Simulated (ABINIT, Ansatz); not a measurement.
**A GW run on ZrSe3 (P2_1/m) in ABINIT, with inputs changed**

Aim: change inputs of a GW run on ZrSe3 (P2_1/m) and see what moves.

Calculated with ABINIT 10.8.3; LDA and many-body steps on it, plane waves.

This is a report of a sequence of runs, with most program output left out.

**1. Set-up**

It takes space group P2_1/m (No. 11, monoclinic). The conventional cell has a = 5.411 Å, b = 3.749 Å, c = 9.444 Å, α = 90.00°, β = 97.48°, γ = 90.00°. Nearest to Zr lie 8 Se at 2.72 to 2.87 Å. Nearest to Se lie 4 Zr at 2.72 to 2.87 Å. Se has 1 Se at 2.34 Å and 2 Zr at 2.73 Å nearest. Se has 1 Se at 2.34 Å and 2 Zr at 2.74 Å nearest. Farther neighbours and most contacts between anions are not listed.

The cell and positions come from the Crystallography Open Database and are kept as given unless a step says otherwise.

**2. Screening, 2×4×1 mesh, 209 bands, screening to 114.3 eV**

This step: ABINIT 10.8.3; RPA screening on LDA, plane waves, norm-conserving pseudopotentials.

The RPA dielectric matrix is built and inverted for each q.

Contents of run.abi:

```
acell 3*1.0 Angstrom
rprim 
  5.410900000000 -0.000000000000 -0.000000000000
  -0.000000000000 3.748800000000 0.000000000000
  -1.229420909100 0.000000000000 9.363634990100
ntypat 2
znucl 40 34
natom 8
typat 1 1 2 2 2 2 2 2
xred 
  0.285000000000 0.250000000000 0.656000000000
  0.715000000000 0.750000000000 0.344000000000
  0.762000000000 0.250000000000 0.554000000000
  0.238000000000 0.750000000000 0.446000000000
  0.456000000000 0.250000000000 0.174000000000
  0.544000000000 0.750000000000 0.826000000000
  0.888000000000 0.250000000000 0.169000000000
  0.112000000000 0.750000000000 0.831000000000
pp_dirpath "pseudos"
pseudos "Zr.upf, Se.upf"
ecut 48
ngkpt 2 4 1
nshiftk 1
shiftk 0 0 0
kptopt 1
chksymbreak 0
istwfk *1
occopt 1
irdwfk 1
optdriver 3
nband 209
ecuteps 4.2
inclvkb 2
awtr 1
symchi 1
indata_prefix "in"
outdata_prefix "out"
tmpdata_prefix "tmp"
```

On the command line:

```sh
> OMP_NUM_THREADS=1 mpirun -n 16 abinit run.abi > log
```

Wall time 2.3 min (16 MPI ranks of Arm Neoverse V2, shared host); peak memory 20 GiB; 37 min of CPU time.

Numbers from this step:

| Property | Result |
| --- | --- |
| ε∞ with local fields, on this mesh, along the program's q direction | 17.05 |
| the same without local fields | 19.74 |
| plasma frequency | 34.92 eV |
| plane waves in the screening matrix | 521 |

Local fields lower ε∞ by 14 %. On a Γ-centred mesh this coarse the value itself is usually too large, while a short band sum pulls it down.

**3. Base**

The self-energy is evaluated for the states that the input lists, and the levels follow from it, in one-shot runs by the linearised quasiparticle equation.

This step: G0W0 on LDA, plane waves, norm-conserving pseudopotentials.

Changes to run.abi since step 2:

```diff
@@ -29,8 +29,17 @@
 irdwfk 1
-optdriver 3
+optdriver 4
 nband 209
+gwcalctyp 0
+ecutsigx 48
+symsigma 1
+nkptgw 2
+kptgw 
+  0.0000000000 0.0000000000 0.0000000000
+  0.5000000000 0.0000000000 0.0000000000
+bdgw 
+  83 86
+  83 86
 ecuteps 4.2
-inclvkb 2
-awtr 1
-symchi 1
+irdscr 1
+ppmodel 1
 indata_prefix "in"
```

The job ended after 16 s (16 MPI ranks; peak memory 7 GiB; 4.1 min of CPU time).

Numbers from this step:

* G0W0 gap on the points computed: 0.7880 eV
* starting gap on the mesh: 0.2917 eV
* k of the valence top: 0, 0, 0
* k of the conduction bottom: 0.5, 0, 0
* Z at the valence top: 0.795
* Z at the conduction bottom: 0.793
* least direct G0W0 gap on the computed points: 1.028 eV

The gap on the mesh goes from 0.29 eV to 0.79 eV, a correction of +0.50 eV.

**4. Broadening of the poles**

Changes to run.abi since step 3:

```diff
@@ -44,2 +44,3 @@
 ppmodel 1
+zcut 0.5 eV
 indata_prefix "in"
```

Run time: 16 s. Hardware: 16 MPI ranks; peak memory 6.8 GiB; 4.3 min of CPU time.

Numbers from this step:

| Property | Result |
| --- | --- |
| G0W0 gap on the points computed | 0.7880 eV |
| starting gap on the mesh | 0.2917 eV |
| k of the valence top | 0, 0, 0 |
| k of the conduction bottom | 0.5, 0, 0 |
| Z at the valence top | 0.795 |
| Z at the conduction bottom | 0.793 |
| least direct G0W0 gap on the computed points | 1.028 eV |

Against G0W0 in ABINIT (2×4×1 mesh, 209 bands, screening to 114.3 eV, Godby-Needs plasmon pole), the gap moves by +0.000 eV.

**5. Another k mesh than the file's**

Changes to run.abi since step 4:

```diff
@@ -21,3 +21,3 @@
 ecut 48
-ngkpt 2 4 1
+ngkpt 3 5 2
 nshiftk 1
@@ -44,3 +44,2 @@
 ppmodel 1
-zcut 0.5 eV
 indata_prefix "in"
@@ -48 +47,2 @@
 tmpdata_prefix "tmp"
+gwmem 10
```

Elapsed: 3.1 s, on 16 MPI ranks; peak memory 0.72 GiB.

The run stopped with an error after 3.1 s.

The program's words: Cannot continue, basic dimensions/parameters reported in the header do not agree with input file. Check consistency between the content of the WFK external file and the input file.

The fault put into this input: another k mesh than the file's.

**6. The runs together**

Times are wall times on 16 MPI ranks of Arm Neoverse V2, shared host, good to a factor of about two. A run's time includes the screening step that it read.

| run | mesh | bands | screening cutoff (eV) | DFT gap (eV) | gap on the mesh (eV) | direct (eV) | ε∞ used | time |
| --- | --- | --- | --- | --- | --- | --- | --- | --- |
| base | 2×4×1 | 209 | 114.3 | 0.292 | 0.788 | 1.028 | 17.05 | 2.6 min |
| broadening of the poles | 2×4×1 | 209 | 114.3 | 0.292 | 0.788 | 1.028 | 17.05 | 2.6 min |

**7. Results**

```json
{
  "base": "0.788 eV",
  "broadening of the poles": "0.788 eV",
  "known limits": "not at the basis limit; no spin-orbit coupling; coarse k mesh"
}
```

What this shows: Broadening of the poles: no change against base (keys changed: zcut). Bands and cutoff are finite, so the gap is not at the basis limit. The miss can reach some tenths of an eV and take either sign; the mesh is an error of its own. In the G0W0 runs levels were corrected at 2 k points alone, so a gap called «on the mesh» is the least over those, and an edge elsewhere would be missed. The 2×4×1 mesh is coarse for this cell, which bears on the long-range parts of exchange and screening. The many-body steps are scalar-relativistic: spin-orbit coupling is not in them.

[Paths, hosts, dates, memory and timing lines, banners, echoed tables and standing remarks are left out of the program output.]

[Logs are printed without paths, hosts, clocks, repeated set-up lines and the standing remarks that a program may print on its own settings, such as how far it seeks lower states.]

[Runs of the session that timed out or met a known fault of the program may be left out.]

[Hosts, paths, dates, database ids (printed as entryN), source tags and the programs' standing remarks are cut or masked in the printed files.]

[G0W0 gaps are taken among the corrected bands and points alone; a level outside them can change the order at an edge.]

[Where Ansatz stands beside ABINIT at settings called matched, ABINIT's density can come from a denser mesh and the files from another edition; pairs whose starting gaps differed by over 0.03 eV were left out, so agreement reads better than it is.]
